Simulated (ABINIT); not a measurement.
## SiC (Moissanite): G0W0 in ABINIT against the exchange cutoff

How does the gap of SiC (Moissanite) converge in the exchange cutoff?

Main program and level: ABINIT 10.8.3; LDA and many-body steps on it, plane waves.

### 1. The starting structure

It takes space group P6_3mc (No. 186, hexagonal). The conventional cell has a = 3.076 Å, b = 3.076 Å, c = 5.048 Å, α = 90.00°, β = 90.00°, γ = 120.00°. Nearest to Si lie 4 C at 1.87 to 1.94 Å. Nearest to C lie 4 Si at 1.87 to 1.94 Å. Farther neighbours are not listed.

The cell and positions come from the Crystallography Open Database and are kept as given unless a step says otherwise.

### 2. Screening, 3×3×2 mesh, 39 bands, screening to 130.6 eV

This step: ABINIT 10.8.3; RPA screening on LDA, plane waves, norm-conserving pseudopotentials.

The RPA dielectric matrix is built and inverted for each q.

run.abi reads:

```
acell 3*1.0 Angstrom
rprim 
  3.075999999976 0.000000000005 0.000000000000
  -1.537999999993 2.663894142018 0.000000000000
  0.000000000000 0.000000000000 5.048000000000
ntypat 2
znucl 14 6
natom 4
typat 1 1 2 2
xred 
  0.333333333333 0.666666666667 0.000000000000
  0.666666666667 0.333333333333 0.500000000000
  0.333333333333 0.666666666667 0.385000000000
  0.666666666667 0.333333333333 0.885000000000
pp_dirpath "pseudos"
pseudos "Si.upf, C.upf"
ecut 37
ngkpt 3 3 2
nshiftk 1
shiftk 0 0 0
kptopt 1
chksymbreak 0
istwfk *1
occopt 1
irdwfk 1
optdriver 3
nband 39
ecuteps 4.8
inclvkb 2
awtr 1
symchi 1
indata_prefix "in"
outdata_prefix "out"
tmpdata_prefix "tmp"
```

Launch:

```sh
OMP_NUM_THREADS=1 mpirun -n 4 abinit run.abi > log
```

What it wrote:

```text
.Version 10.8.3 of ABINIT. v10.8.2 released Aug 2026.

 Symmetries : space group P6_3 m c (#186); Bravais hP (primitive hexag.)
[... echo of the input left out ...]
== DATASET  1 ==================================================================
-   mpi_nproc: 4, omp_nthreads: 1 (-1 if OMP is not activated)

--- !DatasetInfo
iteration_state: {dtset: 1, }
dimensions: {natom: 4, nkpt: 6, mband: 39, nsppol: 1, nspinor: 1, nspden: 1, mpw: 3018, }
cutoff_energies: {ecut:  37.0, pawecutdg:  -1.0, }
electrons: {nelect:   1.60000000E+01, charge:   0.00000000E+00, occopt:   1.00000000E+00, tsmear:   1.00000000E-02, }

 SCREENING: Calculation of the susceptibility and dielectric matrices

 Based on a program developped by R.W. Godby, V. Olevano, G. Onida, and L. Reining.
 Incorporated in ABINIT by V. Olevano, G.-M. Rignanese, and M. Torrent.
.Using double precision arithmetic ; gwpc =  8

[... cell and pseudopotentials left out ...]
--------------------------------------------------------------------------------

 ==== K-mesh for the wavefunctions ====
 Number of points in the irreducible wedge :     6
[... list of points left out ...]
 Together with 12 symmetry operations and time-reversal symmetry
 yields    18 points in the full Brillouin Zone.

 ==== Q-mesh for the screening function ====
 Number of points in the irreducible wedge :     6
[... list of points left out ...]
 Together with 12 symmetry operations and time-reversal symmetry
 yields    18 points in the full Brillouin Zone.

 setmesh: FFT mesh size selected  =    20x   20x   36
          total number of points  =        14400

 vcoul_init : cutoff-mode = AUXILIARY_FUNCTION
 q-points for optical limit:   1
     1)      0.000010    0.000020    0.000030

- screening: taking advantage of time-reversal symmetry
- Maximum band index for partially occupied states nbvw = 8
- Remaining bands to be divided among processors   nbcw = 31
- Number of bands treated by each node ~7

 Number of electrons calculated from density =   16.0000; Expected =   16.0000
 average of density, n =  0.057319
 r_s =    1.6089
 omega_plasma =   23.0944 [eV]

 calculating chi0 at frequencies [eV] :
  1    0.000000E+00    0.000000E+00
  2    0.000000E+00    2.309436E+01

--------------------------------------------------------------------------------
  q-point number  1        q = ( 0.000000, 0.000000, 0.000000) [r.l.u.]
--------------------------------------------------------------------------------
[... chi0 elements left out ...]
 For q-point:  0.000010 0.000020 0.000030
  dielectric constant =   8.7857
  dielectric constant without local fields =   9.6161

  Average fulfillment of the sum rule on Im[epsilon] for q-point    1 :     55.13  [%]
[... wings left out ...]
  q-point number  2        q = ( 0.333333, 0.000000, 0.000000) [r.l.u.]
--------------------------------------------------------------------------------
[... chi0 elements left out ...]
  Average fulfillment of the sum rule on Im[epsilon] for q-point    2 :     66.28  [%]

 [... 4 further q-points ...]
```

Wall time 3.9 s (4 MPI ranks of Arm Neoverse V1, shared host); peak memory 0.4 GiB; 15 s of CPU time.

This step gave:

```
ε∞ with local fields, on this mesh, along the program's q direction : 8.786
the same without local fields                                       : 9.616
plasma frequency                                                    : 23.09 eV
plane waves in the screening matrix                                 : 135
```

Local fields lower ε∞ by 9 %. On a Γ-centred mesh this coarse the value itself is usually too large, while a short band sum pulls it down.

### 3. 3.7 Ha

This step: G0W0 on LDA, plane waves, norm-conserving pseudopotentials.

Edit run.abi of step 2 so:

```diff
@@ -25,8 +25,19 @@
 irdwfk 1
-optdriver 3
+optdriver 4
 nband 39
+gwcalctyp 0
+ecutsigx 3.7
+symsigma 1
+nkptgw 3
+kptgw 
+  0.0000000000 0.0000000000 0.0000000000
+  0.3333333333 0.3333333333 0.0000000000
+  0.3333333333 0.0000000000 0.0000000000
+bdgw 
+  6 10
+  7 10
+  7 10
 ecuteps 4.8
-inclvkb 2
-awtr 1
-symchi 1
+irdscr 1
+ppmodel 1
 indata_prefix "in"
```

What it wrote:

```text
.Version 10.8.3 of ABINIT. v10.8.2 released Aug 2026.

 Symmetries : space group P6_3 m c (#186); Bravais hP (primitive hexag.)
[... echo of the input left out ...]
== DATASET  1 ==================================================================
-   mpi_nproc: 4, omp_nthreads: 1 (-1 if OMP is not activated)

--- !DatasetInfo
iteration_state: {dtset: 1, }
dimensions: {natom: 4, nkpt: 6, mband: 39, nsppol: 1, nspinor: 1, nspden: 1, mpw: 3018, }
cutoff_energies: {ecut:  37.0, pawecutdg:  -1.0, }
electrons: {nelect:   1.60000000E+01, charge:   0.00000000E+00, occopt:   1.00000000E+00, tsmear:   1.00000000E-02, }

 SIGMA: Calculation of the GW corrections

 Based on a program developped by R.W. Godby, V. Olevano, G. Onida, and L. Reining.
 Incorporated in ABINIT by V. Olevano, G.-M. Rignanese, and M. Torrent.
.Using double precision arithmetic ; gwpc =  8

[... cell and pseudopotentials left out ...]
--------------------------------------------------------------------------------

 ==== K-mesh for the wavefunctions ====
 Number of points in the irreducible wedge :     6
[... list of points left out ...]
 Together with 12 symmetry operations and time-reversal symmetry
 yields    18 points in the full Brillouin Zone.

 ==== Q-mesh for screening function ====
 Number of points in the irreducible wedge :     6
[... list of points left out ...]
 Together with 12 symmetry operations and time-reversal symmetry
 yields    18 points in the full Brillouin Zone.

 vcoul_init : cutoff-mode = AUXILIARY_FUNCTION
 q-points for optical limit:   1
     1)      0.000010    0.000020    0.000030
 setmesh: FFT mesh size selected  =    18x   18x   36
          total number of points  =        11664

 Number of electrons calculated from density =   16.0000; Expected =   16.0000
 average of density, n =  0.057319
 r_s =    1.6089
 omega_plasma =   23.0944 [eV]

 === KS Band Gaps ===
  >>>> For spin  1
   Minimum direct gap =   4.3111 [eV], located at k-point      :   0.3333  0.0000  0.0000
   Fundamental gap    =   2.2220 [eV], Top of valence bands at :   0.0000  0.0000  0.0000
                                       Bottom of conduction at :   0.3333  0.3333  0.0000
 SIGMA fundamental parameters:
 PLASMON POLE MODEL  1
 number of plane-waves for SigmaX                   99
 number of plane-waves for SigmaC and W             99
 number of plane-waves for wavefunctions          2997
 number of bands                                    39
 number of independent spin polarizations            1
 number of spinorial components                      1
 number of k-points in IBZ                           6
 number of q-points in IBZ                           6
 number of symmetry operations                      12
 number of k-points in BZ                           18
 number of q-points in BZ                           18
 number of frequencies for dSigma/dE                 9
 frequency step for dSigma/dE [eV]                0.25
 number of omega for Sigma on real axis              0
 max omega for Sigma on real axis  [eV]           0.00
 zcut for avoiding poles [eV]                     0.10

 EPSILON^-1 parameters (SCR file):
 dimension of the eps^-1 matrix on file            135
 dimension of the eps^-1 matrix used                99
 number of plane-waves for wavefunctions          2997
 number of bands                                    39
 number of q-points in IBZ                           6
 number of frequencies                               2
 number of real frequencies                          1
 number of imag frequencies                          1

 matrix elements of self-energy operator (all in [eV])

 Perturbative Calculation

--- !SelfEnergy_ee
iteration_state: {dtset: 1, }
kpoint     : [   0.000,    0.000,    0.000, ]
spin       : 1
KS_gap     :    4.582
QP_gap     :    5.097
Delta_QP_KS:    0.514
data: !SigmaeeData |
     Band     E0 <VxcDFT>   SigX SigC(E0)      Z dSigC/dE  Sig(E)    E-E0       E
        6   7.133 -14.990 -17.302   3.075   0.800  -0.250 -14.379   0.610   7.743
        7   7.133 -14.990 -17.302   3.075   0.800  -0.250 -14.379   0.610   7.743
        8   7.406 -14.790 -16.476   2.590   0.803  -0.246 -14.064   0.726   8.132
        9  11.988 -12.231  -6.449  -4.245   0.808  -0.238 -10.990   1.241  13.229
       10  13.440 -12.726  -6.721  -4.438   0.802  -0.247 -11.469   1.257  14.696

--- !SelfEnergy_ee
iteration_state: {dtset: 1, }
kpoint     : [   0.333,    0.333,    0.000, ]
spin       : 1
KS_gap     :    6.273
QP_gap     :    7.180
Delta_QP_KS:    0.907
data: !SigmaeeData |
     Band     E0 <VxcDFT>   SigX SigC(E0)      Z dSigC/dE  Sig(E)    E-E0       E
        7   3.355 -12.968 -16.267   3.353   0.796  -0.256 -12.925   0.043   3.398
[...]
--- !SelfEnergy_ee
iteration_state: {dtset: 1, }
kpoint     : [   0.333,    0.000,    0.000, ]
spin       : 1
KS_gap     :    4.311
QP_gap     :    4.977
Delta_QP_KS:    0.666
data: !SigmaeeData |
     Band     E0 <VxcDFT>   SigX SigC(E0)      Z dSigC/dE  Sig(E)    E-E0       E
[...]
8   6.203 -14.579 -17.286   3.213   0.798  -0.253 -14.175   0.403   6.606
        9  10.514 -10.835  -5.600  -3.937   0.824  -0.213  -9.765   1.070  11.583
       10  12.172 -11.492  -5.918  -3.958   0.817  -0.223 -10.171   1.321  13.493

== END DATASET(S) ==============================================================
================================================================================

 -outvars: echo values of variables after computation  --------
           etotal      0.0000000000E+00
            nband          39
             nkpt           6
          spgroup         186
 [... the other variables as echoed above ...]

 Calculation completed.
```

Run time: 3 s. Hardware: 4 MPI ranks; peak memory 0.09 GiB.

This step gave:

```yaml
g0w0_gap_on_the_points_computed: 2.446 eV
starting_gap_on_the_mesh: 2.222 eV
k_of_the_valence_top: 0, 0, 0
k_of_the_conduction_bottom: 0.3333, 0.3333, 0
z_at_the_valence_top: 0.803
z_at_the_conduction_bottom: 0.831
least_direct_g0w0_gap_on_the_computed_points: 4.977 eV
```

### 4. 7.4 Ha

Edit run.abi of step 3 so:

```diff
@@ -28,3 +28,3 @@
 gwcalctyp 0
-ecutsigx 3.7
+ecutsigx 7.4
 symsigma 1
```

What it wrote:

```text
.Version 10.8.3 of ABINIT. v10.8.2 released Aug 2026.

 Symmetries : space group P6_3 m c (#186); Bravais hP (primitive hexag.)
[... echo of the input left out ...]
== DATASET  1 ==================================================================
-   mpi_nproc: 4, omp_nthreads: 1 (-1 if OMP is not activated)

--- !DatasetInfo
iteration_state: {dtset: 1, }
dimensions: {natom: 4, nkpt: 6, mband: 39, nsppol: 1, nspinor: 1, nspden: 1, mpw: 3018, }
cutoff_energies: {ecut:  37.0, pawecutdg:  -1.0, }
electrons: {nelect:   1.60000000E+01, charge:   0.00000000E+00, occopt:   1.00000000E+00, tsmear:   1.00000000E-02, }

 SIGMA: Calculation of the GW corrections

 Based on a program developped by R.W. Godby, V. Olevano, G. Onida, and L. Reining.
 Incorporated in ABINIT by V. Olevano, G.-M. Rignanese, and M. Torrent.
.Using double precision arithmetic ; gwpc =  8

[... cell and pseudopotentials left out ...]
--------------------------------------------------------------------------------

 ==== K-mesh for the wavefunctions ====
 Number of points in the irreducible wedge :     6
[... list of points left out ...]
 Together with 12 symmetry operations and time-reversal symmetry
 yields    18 points in the full Brillouin Zone.

 ==== Q-mesh for screening function ====
 Number of points in the irreducible wedge :     6
[... list of points left out ...]
 Together with 12 symmetry operations and time-reversal symmetry
 yields    18 points in the full Brillouin Zone.

 vcoul_init : cutoff-mode = AUXILIARY_FUNCTION
 q-points for optical limit:   1
     1)      0.000010    0.000020    0.000030
 setmesh: FFT mesh size selected  =    20x   20x   40
          total number of points  =        16000

 Number of electrons calculated from density =   16.0000; Expected =   16.0000
[...]
number of plane-waves for wavefunctions          2997
 number of bands                                    39
 number of q-points in IBZ                           6
 number of frequencies                               2
 number of real frequencies                          1
 number of imag frequencies                          1

 matrix elements of self-energy operator (all in [eV])

 Perturbative Calculation

--- !SelfEnergy_ee
iteration_state: {dtset: 1, }
kpoint     : [   0.000,    0.000,    0.000, ]
spin       : 1
KS_gap     :    4.582
QP_gap     :    5.268
Delta_QP_KS:    0.685
data: !SigmaeeData |
     Band     E0 <VxcDFT>   SigX SigC(E0)      Z dSigC/dE  Sig(E)    E-E0       E
        6   7.133 -14.990 -17.659   3.052   0.799  -0.251 -14.683   0.306   7.439
        7   7.133 -14.990 -17.659   3.052   0.799  -0.251 -14.683   0.306   7.439
        8   7.406 -14.790 -16.840   2.575   0.802  -0.248 -14.369   0.421   7.827
[...]
--- !SelfEnergy_ee
iteration_state: {dtset: 1, }
kpoint     : [   0.333,    0.333,    0.000, ]
spin       : 1
KS_gap     :    6.273
QP_gap     :    7.292
Delta_QP_KS:    1.019
data: !SigmaeeData |
     Band     E0 <VxcDFT>   SigX SigC(E0)      Z dSigC/dE  Sig(E)    E-E0       E
[...]
--- !SelfEnergy_ee
iteration_state: {dtset: 1, }
kpoint     : [   0.333,    0.000,    0.000, ]
spin       : 1
KS_gap     :    4.311
QP_gap     :    5.178
Delta_QP_KS:    0.867
data: !SigmaeeData |
     Band     E0 <VxcDFT>   SigX SigC(E0)      Z dSigC/dE  Sig(E)    E-E0       E
[...]
9  10.514 -10.835  -5.667  -3.945   0.824  -0.214  -9.827   1.008  11.521
       10  12.172 -11.492  -6.091  -3.960   0.817  -0.224 -10.315   1.178  13.350

== END DATASET(S) ==============================================================
================================================================================

 -outvars: echo values of variables after computation  --------
           etotal      0.0000000000E+00
            nband          39
             nkpt           6
          spgroup         186
 [... the other variables as echoed above ...]

 Calculation completed.
```

It took 3.5 s on 4 MPI ranks; peak memory 0.35 GiB; 13 s of CPU time.

This step gave:

```
G0W0 gap on the points computed              : 2.713 eV
starting gap on the mesh                     : 2.222 eV
k of the valence top                         : 0, 0, 0
k of the conduction bottom                   : 0.3333, 0.3333, 0
Z at the valence top                         : 0.802
Z at the conduction bottom                   : 0.831
least direct G0W0 gap on the computed points : 5.178 eV
```

[end of part 1 of 2]

[Paths, hosts, dates, memory and timing lines, banners, echoed tables and standing remarks are left out of the program output.]

[Logs are printed without paths, hosts, clocks, repeated set-up lines and the standing remarks that a program may print on its own settings, such as how far it seeks lower states.]

[Runs of the session that timed out or met a known fault of the program may be left out.]

[No measured gap is set beside runs whose start may be inverted or whose files or cutoffs have a known fault.]

[Hosts, paths, dates, database ids (printed as entryN), source tags and the programs' standing remarks are cut or masked in the printed files.]

[G0W0 gaps are taken among the corrected bands and points alone; a level outside them can change the order at an edge.]

[Where Ansatz stands beside ABINIT at settings called matched, ABINIT's density can come from a denser mesh and the files from another edition; pairs whose starting gaps differed by over 0.03 eV were left out, so agreement reads better than it is.]
